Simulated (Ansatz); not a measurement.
# Lattice dynamics of MgPbS3 (model cell, started as cubic perovskite with Pb in the octahedra)

Aim: the vibrations of MgPbS3 (model cell, started as cubic perovskite with Pb in the octahedra), their spectra, and whether the structure is stable.

Calculated with Ansatz 0.2.0; DFT PBEsol, scalar-relativistic, plane waves, PAW; PAW set soft_1.

This is a report of a sequence of runs, with most program output left out.

The structure was built from a prototype and need not be the compound's stable phase.

### Step 1. Set-up

It takes space group Pm-3m (No. 221, cubic). Conventional cell: a = 5.125 Å, b = 5.125 Å, c = 5.125 Å, α = 90.00°, β = 90.00°, γ = 90.00°. Nearest to Mg lie 12 S at 3.62 Å. Nearest to Pb lie 6 S at 2.56 Å. Nearest to S lie 2 Pb at 2.56 Å. Farther neighbours and most contacts between anions are not listed.

### Step 2. Relaxation

The cell and atoms are relaxed, since residual forces and stress would shift the frequencies.

input.yaml

```yaml
crystal:
  lattice:
    - [5.1254, 0.0, 0.0]
    - [0.0, 5.1254, 0.0]
    - [0.0, 0.0, 5.1254]
  atoms:
    - { symbol: Mg, position: [0.0, 0.0, 0.0] }
    - { symbol: Pb, position: [0.5, 0.5, 0.5] }
    - { symbol: S, position: [0.5, 0.5, 0.0] }
    - { symbol: S, position: [0.5, 0.0, 0.5] }
    - { symbol: S, position: [0.0, 0.5, 0.5] }
kpoints:
  mp_grid: { grid: [8, 8, 8] }
hamiltonian:
  xc: pbesol
  pseudopotentials: { kind: paw, azcp: { folder: soft_1 }, xc_functional: pbe }
scf:
  occupations: { method: gaussian, width: 0.1 }
output:
  forces: true
  stress: true
  eigenvalues: true
  write_density: true
  write_potential: true
  elf: true
  volumetric_format: npy
relax:
  adjacent_minimum: "off"
  f_tol: 0.005
  max_steps: 80
  cell: { stress_tol: 0.05 }
```

Run with:

```console
$ ansatz run input.yaml --threads 8 --pin off --max-ram 16384MiB --backend cpu --events-out ev --progress --plain --runs-dir out
```

It took 5.6 s on 8 threads of Arm Neoverse V1, shared host; peak memory 0.57 GiB; 38 s of CPU time.

Step by step:

```csv
step,energy less that of the first step (eV),largest force component (eV/Å),pressure (GPa),volume (Å³)
1,0.0000,0.0000,-1.59,134.64
2,-0.0225,0.0000,0.07,130.17
3,-0.0225,0.0000,0.00,130.35
4*,-0.0220,0.0000,0.00,130.35
```

Relaxation steps marked * repeat the geometry before them on a plane-wave basis chosen anew for their cell, so energy and pressure can jump there.

The run keeps the 48 symmetry operations that it works with, so distortions that break them were not tested.

```csv
"conventional cell, symmetrised",before,after,change
a (Å),5.125,5.070,-1.1 %
b (Å),5.125,5.070,-1.1 %
c (Å),5.125,5.070,-1.1 %
volume (Å³/atom),26.93,26.07,-3.2 %
```

Final coordinates:

```xyz
5
Lattice="5.0703 0.0000 0.0000 0.0000 5.0703 0.0000 0.0000 0.0000 5.0703" Properties=species:S:1:pos:R:3 pbc="T T T"
Mg    0.0000    0.0000    0.0000
Pb    2.5351    2.5351    2.5351
S     2.5351    2.5351    0.0000
S     2.5351    0.0000    2.5351
S     0.0000    2.5351    2.5351
```

This step gave:

```yaml
pressure: -0.004745 GPa
volume_per_atom: 26.07 Å³
gap_on_the_k_mesh: 0 eV
```

Valence density in the ac plane at fractional y = 0.500, with atoms of Pb and S within 0.2 Å of it. It is the smooth field of the valence electrons, not physical close to the nuclei.

Ten steps, logarithmic in the rise over the least value, from '0' (0.0 e/Å³) to '9' (7.8 e/Å³), each cell a mean:
```
00024554553100
00013455542100
11112344431111
32212344321123
54323466532345
55434688753455
35545799864454
45544799864455
55433577643345
43222345432234
21112344321112
00012455432100
00013555542100
00024543553100
```
Columns run along a (5.1 Å), rows up along c (5.1 Å). Atoms in or near the plane, at fractional coordinates: Pb at (0.50, 0.50), S at (0.50, 0.00), S at (0.00, 0.50).

Electrostatic potential energy in the ac plane at fractional y = 0.500, with atoms of Pb and S within 0.2 Å of it. With pseudopotentials it is smooth inside the atoms' cores, unlike the true potential.

Ten even steps from '0' (-36 eV) to '9' (10 eV), each cell a mean:
```
99998300059999
99999621489999
99999877899999
99999876789999
56898521368985
01686100037840
20474011016710
00575001027720
24787300158863
78998754689998
99999877899999
99999754689999
99998400169999
99997202059999
```
Columns run along a (5.1 Å; values clipped at the 3rd and 97th percentile), rows up along c (5.1 Å). Atoms in or near the plane, at fractional coordinates: Pb at (0.50, 0.50), S at (0.50, 0.00), S at (0.00, 0.50).

ELF in the ac plane at fractional y = 0.500, with atoms of Pb and S within 0.2 Å of it. It is the smooth field of the valence electrons, not physical close to the nuclei.

Ten even steps from '0' (0.01) to '9' (0.86), each cell a mean:
```
00269931698410
10037988985201
53113677752024
97411334321258
99732343432589
58853411343796
04853300134781
16853300143783
99843433433699
99522333321379
75212455531136
21025888874102
00159964897300
00279910599510
```
Columns run along a (5.1 Å), rows up along c (5.1 Å). Atoms in or near the plane, at fractional coordinates: Pb at (0.50, 0.50), S at (0.50, 0.00), S at (0.00, 0.50).

In this step the volume went from 26.93 to 26.07 Å³/atom.

### Step 3. Relaxing to small forces for the phonons

Phonons need a cell at rest on their own settings, so the relaxation is repeated with tight tolerances on forces and stress on the k mesh and occupations of the first response run.

input.yaml, the sections that differ from step 2:

```yaml
crystal:
  lattice:
    - [5.0702748095, 0.0, 0.0]
    - [0.0, 5.0702748095, 0.0]
    - [0.0, 0.0, 5.0702748095]
  atoms:
    - { symbol: Mg, position: [0.0, 0.0, 0.0] }
    - { symbol: Pb, position: [0.5, 0.5, 0.5] }
    - { symbol: S, position: [0.5, 0.5, 0.0] }
    - { symbol: S, position: [0.5, 0.0, 0.5] }
    - { symbol: S, position: [0.0, 0.5, 0.5] }
scf:
  occupations: { method: methfessel_paxton, width: 0.2 }
output:
  forces: true
  stress: true
  eigenvalues: true
relax:
  adjacent_minimum: "off"
  f_tol: 0.001
  max_steps: 60
  cell: { stress_tol: 0.01 }
# kpoints, hamiltonian: as in step 2
```

It took 3.7 s on 8 threads; peak memory 0.55 GiB; 25 s of CPU time.

Little changed from the start: no atom moved by 0.005 Å and no cell edge by 0.1 %.

Numbers from this step:

* pressure: 0.001061 GPa
* volume per atom: 26.06 Å³

The forces vanish by symmetry and the pressure is 0.001 GPa, within the tolerances set. The cell now holds 26.06 Å³/atom.

### Step 4. Modes at Γ

The zone centre comes first: it holds the modes that light can see, as far as symmetry allows. No field response is asked, since the mesh shows no gap.

input.yaml, the sections that differ from step 3:

```yaml
crystal:
  lattice:
    - [5.0694638885, 0.0, 0.0]
    - [0.0, 5.0694638885, 0.0]
    - [0.0, 0.0, 5.0694638885]
  atoms:
    - { symbol: Mg, position: [0.0, 0.0, 0.0] }
    - { symbol: Pb, position: [0.5, 0.5, 0.5] }
    - { symbol: S, position: [0.5, 0.5, 0.0] }
    - { symbol: S, position: [0.5, 0.0, 0.5] }
    - { symbol: S, position: [0.0, 0.5, 0.5] }
output:
  eigenvalues: true
phonons:
  method: dfpt
# kpoints, hamiltonian, scf: as in step 3
# relax: removed
```

Wall time 28 s (8 threads); peak memory 1.5 GiB.

This step gave:

```yaml
sum_rule_residual_before_enforcement: 3.01e-5 eV/Å²
point_group: m-3m
highest_optical_mode_at_the_zone_centre_no_lo_to_term: 358.1 cm⁻¹
lowest_optical_zone_centre_mode: -199.2 cm⁻¹
```

Patterns of degenerate modes are one choice out of their space. The modes at Γ (shares of kinetic energy by element, %) (negative means imaginary):

```csv
mode,frequency (cm⁻¹),symmetry,Mg %,Pb %,S %
1,-199.2,T1u,66,0,33
2,-199.2,T1u,66,0,33
3,-199.2,T1u,66,0,33
4,-191.1,T2u,0,0,100
5,-191.1,T2u,0,0,100
6,-191.1,T2u,0,0,100
7,0.0,acoustic,7,63,29
8,0.0,acoustic,7,63,29
9,0.0,acoustic,7,63,29
10,2.8,T1u,26,28,46
11,2.8,T1u,26,28,46
12,2.8,T1u,26,28,46
13,358.1,T1u,0,8,92
14,358.1,T1u,0,8,92
15,358.1,T1u,0,8,92
```

Displacements in mode 1 (-199.2 cm⁻¹), the largest set to 1:
```
Mg1 -0.31 -0.44  1.00
Pb2 -0.01 -0.01  0.02
S3   0.13  0.19 -0.05
S4   0.13  0.02 -0.43
S5   0.01  0.19 -0.43
```

Displacements in mode 13 (358.1 cm⁻¹), the largest set to 1:
```
Mg1  0.00  0.03 -0.03
Pb2  0.00  0.10 -0.12
S3   0.00  0.09  1.00
S4   0.00 -0.87 -0.11
S5   0.00  0.09 -0.11
```

Before it was imposed, the acoustic sum rule was missed by 3.0e-5 eV/Å². Small misses are needed for a sound result but don't prove that mesh and cutoff are converged. The lowest optical mode is imaginary, 199.2i cm⁻¹, so the energy falls along it.

### Step 5. Response at finite wavevector

Stability and thermal properties need the whole zone. Linear response on a 2×2×2 q mesh gives force constants as far as a supercell of that size would.

input.yaml: that of step 4 with these lines changed.

```diff
@@ -22 +22,8 @@
   method: dfpt
+  qmesh: [2, 2, 2]
+  temperatures: { t_max: 1000, t_step: 50 }
+  qpath:
+    path:
+      - [[0.0, 0.0, 0.0], [0.0, 0.5, 0.0], [0.5, 0.5, 0.0], [0.0, 0.0, 0.0], [0.5, 0.5, 0.5], [0.0, 0.5, 0.0]]
+      - [[0.5, 0.5, 0.5], [0.5, 0.5, 0.0]]
+    npoints: 10
```

Elapsed: 2.2 min, on 8 threads; peak memory 1.4 GiB.

This step gave:

| Quantity | Value |
| --- | --- |
| sum-rule residual before enforcement | 3.22e-5 eV/Å² |
| lowest frequency on the path | -204.4 cm⁻¹ |
| highest frequency on the path or at a solved wavevector | 374.2 cm⁻¹ |
| lowest mode on the q mesh (acoustic modes at Γ apart) | -204.4 cm⁻¹ |

Frequencies (cm⁻¹) solved at each irreducible wavevector; negative means imaginary. Frequencies by wavevector, by row:

```csv
q in reciprocal lattice units,star,mode 1,mode 2,mode 3,mode 4,mode 13,mode 14,mode 15
0 0 0,1,-199.2,-199.2,-199.2,-191.1,358.1,358.1,358.1
0 0 -0.5,3,-201.2,-191.4,-191.4,-137.7,329.6,359.7,359.7
0 -0.5 -0.5,3,-204.4,-204.4,-185.6,-141.8,312.1,348.9,360.8
-0.5 -0.5 -0.5,1,-200.1,-200.1,-200.1,-190.9,310.8,310.8,374.2
```

Interpolated from a 2×2×2 q mesh. The phonon branches at the labelled points (cm⁻¹):

```csv
point,branch 1,branch 2,branch 3,branch 4,branch 12,branch 13,branch 14,branch 15
Γ,-199,-199,-199,-191,3,358,358,358
halfway,-196,-195,-195,-177,90,345,359,359
X,-201,-191,-191,-138,132,330,360,360
halfway,-203,-190,-183,-177,133,324,353,360
M,-204,-204,-186,-142,134,312,349,361
halfway,-199,-190,-186,-184,94,337,354,360
Γ,-199,-199,-199,-191,3,358,358,358
halfway,-196,-196,-188,-169,97,337,337,364
R,-200,-200,-200,-191,134,311,311,374
halfway,-197,-190,-188,-186,133,321,337,367
X,-201,-191,-191,-138,132,330,360,360
jump to R,-200,-200,-200,-191,134,311,311,374
halfway,-201,-201,-188,-179,134,312,329,370
M,-204,-204,-186,-142,134,312,349,361
```

Tetrahedra on a 12×12×12 mesh, mean over bins of 5 cm-1. Interpolated from a 2×2×2 q mesh. Table of phonon density of states by wavenumber; read off at these points:

wavenumber (cm⁻¹), phonon density of states (1/cm⁻¹/cell) and a bar:
```
     -202      0.079 #############
     -188      0.187 ##############################
     -178      0.085 ##############
     -172      0.069 ###########
     -158      0.043 #######
     -138      0.021 ###
     -122      0.016 ###
     -108      0.008 #
      -92      0.032 #####
      -78      0.019 ###
      -62      0.023 ####
      -48      0.024 ####
      -32      0.024 ####
      -12      0.014 ##
        2      0.008 #
       18      0.010 ##
       32      0.029 #####
       42      0.040 ######
       48      0.032 #####
       62      0.030 #####
       78      0.029 #####
       98      0.027 ####
      112      0.028 ####
      128      0.058 #########
      132      0.070 ###########
      142      0.000 
      158      0.000 
      172      0.000 
      188      0.000 
      208      0.000 
      222      0.000 
      238      0.000 
      252      0.000 
      268      0.000 
      282      0.000 
      298      0.000 
      312      0.020 ###
      332      0.039 ######
      348      0.050 ########
      362      0.114 ##################
      378      0.000
```

The partial phonon density of states has structure finer than the step of the table below, so its rows give means over 20 cm⁻¹, whole bins alone (the curve runs from -214 to 395 cm⁻¹). Peaks (cm⁻¹: height): Mg -194.9: 0.067; Pb 46.4: 0.0323, 73.2: 0.0397, 100.0: 0.0441, 130.7: 0.0504; S -191.1: 0.117, -91.5: 0.0213, 360.5: 0.0833.

Phonopy on the run's constants, 11x11x11 mesh, Gaussian sigma 4.4 cm-1. Interpolated from a 2×2×2 q mesh. Table of partial phonon density of states by wavenumber; means over each step; values in 1/cm⁻¹/cell:

```csv
wavenumber (cm⁻¹),Mg,Pb,S
-200,0.0436,2.3e-4,0.0626
-180,0.0290,1.3e-4,0.0707
-160,0.0104,5.5e-5,0.0352
-140,0.00777,5.1e-5,0.0211
-120,0.00590,3.7e-5,0.00844
-100,0.00445,1.1e-4,0.0131
-80,0.00591,1.8e-4,0.0164
-60,0.00787,1.3e-4,0.0146
-40,0.00976,1.4e-4,0.0152
-20,0.00787,1.3e-4,0.0123
0,1.0e-3,6.6e-4,0.00155
20,0.00259,0.00693,0.00473
40,0.00383,0.0246,0.00832
60,0.00428,0.0124,0.00872
80,0.00362,0.0193,0.00849
100,0.00125,0.0247,0.00360
120,2.5e-4,0.0350,7.4e-4
140,1.1e-4,0.0186,1.2e-4
160,0,9.2e-7,0
180,0,0,0
200,0,0,0
220,0,0,0
240,0,0,0
260,0,0,0
280,0,0,0
300,0,1.5e-5,0.00210
320,9.7e-6,6.8e-4,0.0326
340,1.5e-5,0.00186,0.0391
360,1.4e-5,0.00385,0.0631
380,0,1.9e-4,0.00647
```

Symmetry leaves 4 wavevectors to solve. The lowest mode among them, the acoustic zeros apart, lies at q = (0, -0.5, -0.5) and is imaginary, 204.4i cm⁻¹, so the energy falls along it.

### Step 6. What came out

```json
{"space group after relaxation (within 0.01 Å)": "Pm-3m", "volume per atom": "26.1 Å³", "electronic character": "no gap on this mesh", "highest optical mode at the zone centre (no LO-TO term)": "358 cm⁻¹", "lowest optical zone-centre mode": "-199 cm⁻¹", "lowest mode on the q mesh (acoustic modes at Γ apart)": "-204 cm⁻¹", "highest frequency on the path or at a solved wavevector": "374 cm⁻¹", "imaginary modes on the 2×2×2 q mesh": "yes"}
```

**Reading.** Modes are clearly imaginary (beyond 10i cm⁻¹) at 4 of the 4 irreducible wavevectors, most at q = (0, -0.5, -0.5) (204.4i cm⁻¹), so this structure is not a minimum of the energy. The optical modes at Γ span -199 to 358 cm⁻¹ (negative means imaginary). The highest mode in this list at Γ, 358.1 cm⁻¹, is mostly motion of S (92 % of the kinetic energy). With no gap, or one that is small against the smearing, the frequencies hang on the k mesh and the smearing, most of all near Kohn anomalies. Spin-orbit coupling is left out, which can matter for the heavy elements here. The PAW files were made for PBE and serve the other functionals too. The starting cell was built on a prototype and not taken from a measurement, so the phase need not exist. These are harmonic frequencies at zero temperature: anharmonic shifts, linewidths and thermal expansion are left out.

[Logs are printed without paths, hosts, clocks, repeated set-up lines and the standing remarks that a program may print on its own settings, such as how far it seeks lower states.]

[Hosts, paths, dates, database ids (printed as entryN), source tags and the programs' standing remarks are cut or masked in the printed files.]
